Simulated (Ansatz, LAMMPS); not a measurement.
# Localised basis functions on liquid mixture of sulfolane and H2O at 260 K (192 atoms)

Aim: test how closely localised support functions follow the reference on liquid mixture of sulfolane and H2O at 260 K (192 atoms), and at what cost. A setting counts as converged where the r.m.s. difference of forces stays under 1 % of the r.m.s. force.

Method: Kohn-Sham DFT, PBE+D4, PAW (set soft_2), plane waves, in Ansatz 0.2.0.

### 1. The starting structure

The cell holds 192 atoms: 28 O, 12 S, 48 C and 104 H. Cell: a = 12.507 Å, b = 12.507 Å, c = 12.507 Å, α = 90.0°, β = 90.0°, γ = 90.0°. 12 sulfolane, 4 H2O placed at random, at 1.28 g/cm³; overlaps pushed apart, then 10 ps at 450 K with MMFF94 bonds, angles, torsions, charges and radii (Halgren, J. Comput. Chem. 17, 490 (1996)) in harmonic and 12-6 forms; SPC/E water (Berendsen, Grigera and Straatsma, J. Phys. Chem. 91, 6269 (1987)). Snapshot after 20 ps at 260 K and fixed volume.

Before any run, some limits are plain. The network of contacts between molecules at the start is that of the classical potential that made the cell, and needn't be the one that DFT or experiment would give. The density was typed from a rule of thumb and may lie off the real one at this temperature. The Brillouin zone is sampled at Γ only, in a cell whose shortest periodic width is 13 Å.

### 2. Making the structure

A classical potential supplies the starting structure, since it reaches far longer times than DFT.

This step: classical MD, MMFF94 bonds, angles, torsions, charges and radii (Halgren, J. Comput. Chem. 17, 490 (1996)) in harmonic and 12-6 forms; SPC/E water (Berendsen, Grigera and Straatsma, J. Phys. Chem. 91, 6269 (1987)) (LAMMPS 22 Jul 2025 - Update 4).

File in.lmp:

```
# liquid mixture of sulfolane and H2O
units real
atom_style full
boundary p p p
bond_style harmonic
angle_style harmonic
dihedral_style opls
improper_style harmonic
special_bonds lj 0 0 0.5 coul 0 0 0.75
read_data data.lmp
neigh_modify delay 0 every 1 check yes one 4000
comm_modify cutoff 12.0
timestep 0.5
thermo_style custom step time temp pe press density
thermo_modify norm yes
# push overlapping molecules apart
pair_style soft 2.6
pair_coeff * * 0.0
variable a equal ramp(1,60)
fix ad all adapt 1 pair soft a * * v_a
velocity all create 450 5276 mom yes dist gaussian
fix lim all nve/limit 0.03
fix lan all langevin 450 450 50 5277 zero yes
thermo 1000
run 3000 post no
unfix ad
pair_style lj/cut/coul/long 9.0
pair_modify mix arithmetic tail yes
pair_coeff 1 1 0.0763 3.0960   # O
pair_coeff 2 2 0.2681 3.4180   # S
pair_coeff 3 3 0.0678 3.3680   # C
pair_coeff 4 4 0.0216 2.5400   # H
pair_coeff 5 5 0.1553 3.1660   # O
pair_coeff 6 6 0.0000 1.0000   # H
# [... 19 lines left out ...]
compute msd all msd com yes
thermo 5000
fix md all nvt temp 260 260 100
run 20000 post no
print "== T260: mean square displacement over the hold $(c_msd[4]:%.2f) A^2"
unfix md
uncompute msd
write_dump all custom T260.dump id type xs ys zs modify sort id
```

On the command line:

```bash
lmp -in in.lmp -log none -nocite
```

The log of the run:

```text
LAMMPS (22 Jul 2025 - Update 4)
Reading data file ...
  orthogonal box = (0 0 0) to (12.50726 12.50726 12.50726)
  192 atoms
  orthogonal box = (0 0 0) to (12.50726 12.50726 12.50726)
  188 bonds
  364 angles
  492 dihedrals
   Step          Time           Temp          PotEng         Press         Density
         0   0              450            0.46077993    -706.75237      1.2850006
      1000   500            417.89145      1.6976647      35204.581      1.2850006
      2000   1000           447.37379      1.8837539      28053.965      1.2850006
      3000   1500           454.66623      1.6347116      46617.064      1.2850006
Loop time of 0.442993 s on 1 MPI rank(s) for 3000 steps with 192 atoms
PPPM initialization ...
  G vector (1/distance) = 0.30313298
  grid = 8 8 8
  estimated relative force accuracy = 2.6084884e-05
   Step          Time           Temp          PotEng         Press         Density
      3000   1500           454.66623      0.73108704     17374.521      1.2850006
      3100   1550           454.66623     -0.84531128     9650.0405      1.2850006
      3200   1600           454.66623     -0.90493352     8897.9691      1.2850006
      3300   1650           454.66623     -0.98220408     8062.9005      1.2850006
Loop time of 0.561128 s on 1 MPI rank(s) for 300 steps with 192 atoms
Minimization stats:
  Stopping criterion = max iterations
  Energy initial, next-to-last, final =
     0.731087037984094 -0.981810425261872  -0.98220407955869
  Force two-norm initial, final = 582.31106 12.748415
  Iterations, force evaluations = 300 601
   Step          Time           Temp          PotEng         Press         Density
         0   0              450           -0.98220408     8000.8308      1.2850006
      1000   500            441.014        0.27663144     16458.174      1.2850006
      2000   1000           419.216        0.21955669     3541.3715      1.2850006
Loop time of 1.43948 s on 1 MPI rank(s) for 2000 steps with 192 atoms
   Step          Time           Temp          PotEng         Press         Density
      2000   1000           428.18318      0.18877426     6582.1573      1.2850006
[... 5 lines left out ...]
Loop time of 7.49593 s on 1 MPI rank(s) for 10000 steps with 192 atoms
   Step          Time           Temp          PotEng         Press         Density
[... 4 lines left out ...]
Loop time of 3.7709 s on 1 MPI rank(s) for 5000 steps with 192 atoms
   Step          Time           Temp          PotEng         Press         Density
[... 2 lines left out ...]
     25000   24000          255.70456     -0.36281275    -932.56041      1.2850006
     30000   29000          263.94289     -0.53379873    -8345.6536      1.2850006
     35000   34000          254.19849     -0.38132012     3995.9707      1.2850006
     37000   36000          245.24633     -0.41866142     1116.6858      1.2850006
Loop time of 14.4784 s on 1 MPI rank(s) for 20000 steps with 192 atoms
== T260: mean square displacement over the hold 2.81 A^2
```

Elapsed: 28 s, on 1 thread of AMD EPYC 9R14 (Zen 4), shared host; peak memory 0.12 GiB.

The input also reads data.lmp (atoms, bonds and types; not printed here).

### 3. Plane-wave single point

The first run uses the default basis; a harder plane-wave run follows as the reference for the support functions.

File input.yaml:

```yaml
crystal:
  lattice:
    - [12.50726, 0.0, 0.0]
    - [0.0, 12.50726, 0.0]
    - [0.0, 0.0, 12.50726]
  atoms:
    - { symbol: O, position: [0.90071, 0.46752, 0.8646] }
    - { symbol: S, position: [0.82191, 0.40464, 0.9239] }
    - { symbol: O, position: [0.8568, 0.31164, 0.98418] }
    - { symbol: C, position: [0.72213, 0.37321, 0.83397] }
    - { symbol: C, position: [0.61879, 0.4013, 0.89122] }
    - { symbol: C, position: [0.63887, 0.5012, 0.95668] }
    - { symbol: C, position: [0.7434, 0.48107, 0.01232] }
    - { symbol: H, position: [0.7344, 0.42532, 0.76293] }
    - { symbol: H, position: [0.73678, 0.291, 0.8206] }
    - { symbol: H, position: [0.60248, 0.33202, 0.94738] }
    - { symbol: H, position: [0.55368, 0.41692, 0.83158] }
    - { symbol: H, position: [0.65691, 0.56746, 0.89705] }
    - { symbol: H, position: [0.57929, 0.52762, 0.01582] }
    - { symbol: H, position: [0.7309, 0.43322, 0.08813] }
    - { symbol: H, position: [0.78345, 0.55904, 0.02944] }
    - { symbol: O, position: [0.2082, 0.87832, 0.63361] }
    - { symbol: S, position: [0.15462, 0.92508, 0.54506] }
    - { symbol: O, position: [0.05475, 0.98572, 0.55679] }
    - { symbol: C, position: [0.13247, 0.83148, 0.44356] }
    - { symbol: C, position: [0.18134, 0.884, 0.34654] }
    - { symbol: C, position: [0.27559, 0.94174, 0.38541] }
    - { symbol: C, position: [0.23799, 0.01413, 0.48059] }
    - { symbol: H, position: [0.1693, 0.7529, 0.46491] }
    - { symbol: H, position: [0.04507, 0.82565, 0.43704] }
    - { symbol: H, position: [0.12446, 0.9428, 0.31954] }
    - { symbol: H, position: [0.19845, 0.82996, 0.28005] }
    - { symbol: H, position: [0.32301, 0.87858, 0.42485] }
    - { symbol: H, position: [0.31827, 0.98365, 0.31993] }
    - { symbol: H, position: [0.19175, 0.08279, 0.44847] }
    - { symbol: H, position: [0.29852, 0.02786, 0.53899] }
    - { symbol: O, position: [0.74178, 0.02736, 0.41768] }
    - { symbol: S, position: [0.8195, 0.04401, 0.33081] }
    [... 154 atom lines left out ...]
    - { symbol: O, position: [0.32014, 0.4233, 0.90613] }
    - { symbol: H, position: [0.35807, 0.36724, 0.94869] }
    - { symbol: H, position: [0.30252, 0.3944, 0.8337] }
    - { symbol: O, position: [0.92591, 0.20157, 0.64636] }
    - { symbol: H, position: [0.89039, 0.15428, 0.70016] }
    - { symbol: H, position: [0.97888, 0.15897, 0.60428] }
kpoints:
  mp_grid: { grid: [1, 1, 1] }
hamiltonian:
  xc: pbe
  dispersion: d4
scf:
  occupations: { method: gaussian, width: 0.05 }
output:
  forces: true
  stress: true
  populations: intrinsic
  dos:
    method: { smearing: { sigma: 0.1 } }
    de: 0.1
    projected: { site_lists: { C: [C], H: [H], O: [O], S: [S] } }
  eigenvalues: true
  write_density: true
  write_potential: true
  volumetric_format: npy
```

On the command line:

```bash
ansatz run input.yaml --threads 8 --pin off --max-ram 15872MiB --backend cpu --events-out ev --progress --plain --runs-dir out
```

The log of the run:

```text
Engine: ansatz 0.2.0, x86_64-unknown-linux-gnu
Pseudopotentials: kind: paw
Pseudopotential: O, paw, valence charge 6, recommended cutoff 420 eV (normal), O.paw.azcp
Pseudopotential: S, paw, valence charge 6, recommended cutoff 420 eV (normal), S.paw.azcp
Pseudopotential: C, paw, valence charge 4, recommended cutoff 420 eV (normal), C.paw.azcp
Pseudopotential: H, paw, valence charge 1, recommended cutoff 420 eV (normal), H.paw.azcp
[... 5 lines on functional and potentials left out ...]
Crystal: 192 atoms, lattice volume = 1956.530 Å³
Basis set: ecut = 420 eV, 38161 PW (Γ), exchange–correlation on 180×180×180 points (8 copies of the dense FFT grid, shifted against one another)
Bands: 460, of which v1, the nominal top of the filled ones, is band 268 counted from 1 (267 counted from 0)
Symmetry: 1 space group operations
Space group: P1 (ITA 1), of the structure as read, at distance tolerance 1.3e-4 Å
k-points: 1
[... 9 lines on functional and potentials left out ...]
Initial density: superposition of atomic densities (neutral atoms: chi_scale 0, normalization atom), corrected by the library's trained network
Initial wavefunctions: pseudopotential atomic-orbital guess
Functional: x = pbe(κ = 0.804, μ = 0.219515), c = pbe(β = 0.066725)
SCF iter   1: F=—  HF=-40414.619292 eV  |F-HF|=—  |Δ(HF+E_count)|=         —  Δρ=7.03e-3  dr2=1.21e0  ethr=1.77e-3  ⟨swp⟩=6.0  Hψ=2245  notcnv=0  defer=66
preconditioner: auto → Resta (q_TF=auto, 2.199 Å⁻¹)  ε∞=2.5  [insulator: Δε(μ)=4.649 eV  Ē_g=15.390 eV  σ=0.050 eV  W_gap=1.00  n_scr=364 (ndim 8)  ℏωp=19.0 eV  f_vac=0.215  D(μ)=0.00/eV (n_scr^D=0)  ε∞_Penn≈2.5]
SCF iter   2: F=—  HF=-40414.312677 eV  |F-HF|=—  |Δ(HF+E_count)|=   3.07e-1  Δρ=4.00e-3  dr2=2.07e-1  ethr=2.26e-4  ⟨swp⟩=2.0  Hψ=791  notcnv=0  defer=186
SCF iter   3: F=—  HF=-40414.298418 eV  |F-HF|=—  |Δ(HF+E_count)|=   1.43e-2  Δρ=1.56e-3  dr2=5.21e-2  ethr=3.87e-5  ⟨swp⟩=2.0  Hψ=548  notcnv=0  defer=186
SCF iter   4: F=—  HF=-40414.302137 eV  |F-HF|=—  |Δ(HF+E_count)|=   3.72e-3  Δρ=8.10e-4  dr2=1.34e-2  ethr=9.71e-6  ⟨swp⟩=2.0  Hψ=429  notcnv=0  defer=186
SCF iter   5: F=—  HF=-40414.301590 eV  |F-HF|=—  |Δ(HF+E_count)|=   5.47e-4  Δρ=2.32e-4  dr2=1.39e-3  ethr=2.50e-6  ⟨swp⟩=2.0  Hψ=543  notcnv=0  defer=186
SCF iter   6: F=—  HF=-40414.301572 eV  |F-HF|=—  |Δ(HF+E_count)|=   1.77e-5  Δρ=1.31e-4  dr2=3.50e-4  ethr=2.59e-7  ⟨swp⟩=2.0  Hψ=541  notcnv=0  defer=186
SCF iter   7: F=—  HF=-40414.301535 eV  |F-HF|=—  |Δ(HF+E_count)|=   3.67e-5  Δρ=3.14e-5  dr2=2.43e-5  ethr=6.53e-8  ⟨swp⟩=2.0  Hψ=541  notcnv=0  defer=186
SCF iter   8: F=—  HF=-40414.304990 eV  |F-HF|=—  |Δ(HF+E_count)|=   3.45e-3  Δρ=1.49e-5  dr2=4.97e-6  ethr=4.53e-9  ⟨swp⟩=2.0  Hψ=727  notcnv=0  defer=186
SCF iter   9: F=—  HF=-40414.304989 eV  |F-HF|=—  |Δ(HF+E_count)|=   9.77e-7  Δρ=7.64e-6  dr2=1.13e-6  ethr=9.27e-10  ⟨swp⟩=3.0  Hψ=543  notcnv=0  defer=186
SCF iter  10: F=—  HF=-40414.304988 eV  |F-HF|=—  |Δ(HF+E_count)|=   2.88e-7  Δρ=2.61e-6  dr2=1.30e-7  ethr=2.10e-10  ⟨swp⟩=3.0  Hψ=543  notcnv=0  defer=186
SCF iter  11: F=-40414.304988 eV  HF=-40414.304988 eV  |F-HF|=2.73e-8  |Δ(HF+E_count)|=   6.74e-9  Δρ=1.38e-6  dr2=3.52e-8  ethr=1.87e-11  ⟨swp⟩=21.0  Hψ=3883  notcnv=0
SCF 1 converged in 11 iterations: F = -40414.304988 eV  dr2 = 3.52e-8
  greatest PAW one-centre occupation: 0.882 electrons in one spin orbital (limit 2), on the O atom at site 15 (counted from 0), in its partial waves of l = 0
WARN: The input density's exchange-correlation potential varies sharply where the density is thin. Do not read a vacuum level from v_tot or v_xc, or from such a field of the output density. On a cell that repeats whose density bears no net charge and no dipole along the vacuum's axis use v_es (v_loc + v_h of the components); [...]
SCF converged after 11 iterations
Free energy (F): -40414.304988 eV
Harris-Foulkes:  -40414.304988 eV  (|F-HF|=2.73e-8)
Internal energy: -40414.304988 eV  (E = F + TS)
E sigma→0 (E₀):  -40414.304988 eV
Fermi energy:    2.477083 eV
--- Per-component energies (eV) ---
  E_band       = -3892.034934
  E_kinetic    = 12210.611230
  E_local      = -37343.231928  (includes V_loc(G=0)·N_el)
  E_nonlocal   = 3149.961290
  E_hartree    = 13688.780618
  E_xc         = -6515.221749
  E_vxc        = -7803.428786  (∫ρ·V_xc dr)
  E_paw        = -16475.054759  (= ΣΔE_a)
  E_vpaw       = -1483.440604  (= ΣTr[D̂ρ^β])
  E_aug_tail   = -0.071999  (compensation charges beyond the density's cutoff)
  E_ewald      = -9118.843287
  E_disp       = -11.234403  (pairwise vdW)
  E_smearing   = -0.000000  (= −TS)
  E_closure    = -0.000000  (closes the sum)
  Σ components = -40414.304988   (vs F -40414.304988, Δ=0.00e0)
--- Forces (eV/Å), atoms counted from 1 ---
  atom   1  O     -0.04655410    -0.06155444     0.20549767
  atom   2  S      1.32542532     0.66575690     0.16188752
  atom   3  O      0.37680647    -0.61904360     0.05585529
  atom   4  C     -0.82685120     1.31365305    -0.83803510
  atom   5  C     -1.28383212    -1.18659997     0.16129744
  atom   6  C      0.80393473     1.14177711    -1.13720681
  atom   7  C      0.17251814     1.09831545     2.10001301
  atom   8  H      0.02088329    -0.53317261     0.27313866
  atom   9  H     -0.20079115    -1.32493205    -0.74439660
  atom  10  H     -0.42526285     0.84320512    -0.82226038
  atom  11  H      0.29241383    -0.60002065     0.67984784
  atom  12  H     -0.64334077    -0.51015391     0.71234317
  atom  13  H     -0.17159358    -0.33077712    -0.40664337
  atom  14  H      0.29531714     0.51063729    -0.85966976
[...]
atom 191  H      0.67890712     0.28992375    -1.00260269
  atom 192  H     -0.83650417     0.44757116     1.02219620
  max |Σ_I F_I| component: 7.25e-5 eV/Å
--- Stress (GPa, compression-positive) ---
        3.175796       0.119347       0.171610
        0.119348       3.452798       0.370035
        0.171610       0.370035       3.600777
  P = ⅓ Tr σ = 3.4098 GPa (34.098 kbar)
--- Band table (eV) ---
  k-point 0: bands = ["-22.6551", "-22.4109", "-22.4024", "-22.3874", [... 444 levels ...], "11.8011", "11.8304", "11.8659", "11.9209", "11.9284", "11.9582", "11.9927", "12.0227", "12.0449", "12.0611", "12.0924", "12.1306"]
--- intrinsic populations: 192 sites ---
  site symbol       q [e]
     0      O      6.9170
     1      S      3.9305
     2      O      6.9265
[...]
191      H      0.6209
  spilling = -0.000000 (of n_electrons = 536.000000)
```

It took 16 s on 8 threads of AMD EPYC 9R14 (Zen 4), shared host; peak memory 2.9 GiB; 1.8 min of CPU time.

In the SCF lines HF is the Harris–Foulkes energy and dr2 the Hartree energy of the density residual, in eV; the loop may stop once dr2 is under the threshold and the program's other checks hold. Hψ counts applications of the Hamiltonian.

The program notes that the exchange-correlation potential is rough where the density is thin.

Read from the output:

* free energy: -40414.3050 eV
* free energy per atom: -210.4912 eV/atom
* SCF cycles: 11
* pressure: 3.41 GPa
* r.m.s. force component: 0.8524 eV/Å
* longest force: 5.221 eV/Å
* Fermi energy: 2.477 eV
* gap (highest filled to lowest empty level): 4.716 eV

The r.m.s. force component of 0.85 eV/Å and the pressure of 3.4 GPa set the scale for the differences below.

### 4. Plane waves at 750 eV (750 eV)

A harder cutoff gives the support functions a reference with less basis error.

input.yaml, the sections that differ from step 3:

```yaml
output:
  forces: true
  eigenvalues: true
basis:
  ecutwfc: "750 eV"
# crystal, kpoints, hamiltonian, scf: as in step 3
```

The log of the run:

```text
[...]
Crystal: 192 atoms, lattice volume = 1956.530 Å³
Basis set: ecut = 750 eV, 91383 PW (Γ), exchange–correlation on 240×240×240 points (8 copies of the dense FFT grid, shifted against one another)
Bands: 460, of which v1, the nominal top of the filled ones, is band 268 counted from 1 (267 counted from 0)
Symmetry: 1 space group operations
[...]
k-points: 1
[...]
SCF iter   1: F=—  HF=-40415.312203 eV  |F-HF|=—  |Δ(HF+E_count)|=         —  Δρ=7.18e-3  dr2=1.22e0  ethr=1.77e-3  ⟨swp⟩=6.0  Hψ=2232  notcnv=0  defer=72
[...]
SCF iter   3: F=—  HF=-40414.988331 eV  |F-HF|=—  |Δ(HF+E_count)|=   1.58e-2  Δρ=1.60e-3  dr2=5.25e-2  ethr=3.95e-5  ⟨swp⟩=2.0  Hψ=548  notcnv=0  defer=37
automatic band count: iteration 3 solves 311 bands in place of 460: the levels show a gap, and the empty bands left out lie too high to hold charge; the band table lists the bands solved (type scf.n_extra_bands for more)
SCF iter   4: F=—  HF=-40414.991949 eV  |F-HF|=—  |Δ(HF+E_count)|=   3.62e-3  Δρ=7.93e-4  dr2=1.26e-2  ethr=9.79e-6  ⟨swp⟩=2.0  Hψ=429  notcnv=0  defer=37
SCF iter   5: F=—  HF=-40414.991461 eV  |F-HF|=—  |Δ(HF+E_count)|=   4.87e-4  Δρ=2.31e-4  dr2=1.35e-3  ethr=2.35e-6  ⟨swp⟩=2.0  Hψ=544  notcnv=0  defer=37
[...]
SCF iter  10: F=—  HF=-40414.991493 eV  |F-HF|=—  |Δ(HF+E_count)|=   3.27e-7  Δρ=2.70e-6  dr2=1.43e-7  ethr=2.40e-10  ⟨swp⟩=2.0  Hψ=542  notcnv=0  defer=37
SCF iter  11: F=-40414.991493 eV  HF=-40414.991493 eV  |F-HF|=3.94e-8  |Δ(HF+E_count)|=   8.43e-9  Δρ=1.65e-6  dr2=4.88e-8  ethr=1.87e-11  ⟨swp⟩=15.0  Hψ=1466  notcnv=0
SCF 1 converged in 11 iterations: F = -40414.991493 eV  dr2 = 4.88e-8
[...]
SCF converged after 11 iterations
Free energy (F): -40414.991493 eV
[...]
Internal energy: -40414.991493 eV  (E = F + TS)
E sigma→0 (E₀):  -40414.991493 eV
Fermi energy:    2.476578 eV
[...]
Σ components = -40414.991493   (vs F -40414.991493, Δ=0.00e0)
--- Forces (eV/Å), atoms counted from 1 ---
  atom   1  O     -0.04875520    -0.06234880     0.20618290
  atom   2  S      1.32595996     0.66517609     0.16215261
  atom   3  O      0.37450043    -0.61637710     0.05424097
  atom   4  C     -0.82071752     1.31048393    -0.84491881
[...]
atom 192  H     -0.84849147     0.45627437     1.03158605
  max |Σ_I F_I| component: 1.03e-4 eV/Å
--- Band table (eV) ---
[...]
```

Elapsed: 18 s, on 8 threads; peak memory 5.9 GiB; 2.1 min of CPU time.

Forces differ from the reference by 5.6 meV/Å r.m.s., 0.65 % of their size, within a tolerance of 1 %; the energy by -3.6 meV/atom.

(Part 1 of 4 ends here.)

[Long decimals in the printed logs are rounded to 6 places.]

[Logs are printed without paths, hosts, clocks, repeated set-up lines and the standing remarks that a program may print on its own settings, such as how far it seeks lower states.]

[Hosts, paths, dates, database ids (printed as entryN), source tags and the programs' standing remarks are cut or masked in the printed files.]

[The MMFF94 radii named for the starting cell were scaled by 0.96; in molecules described by MMFF94, hydrogen bound to N, O or S took a small fixed 12-6 site in their place.]
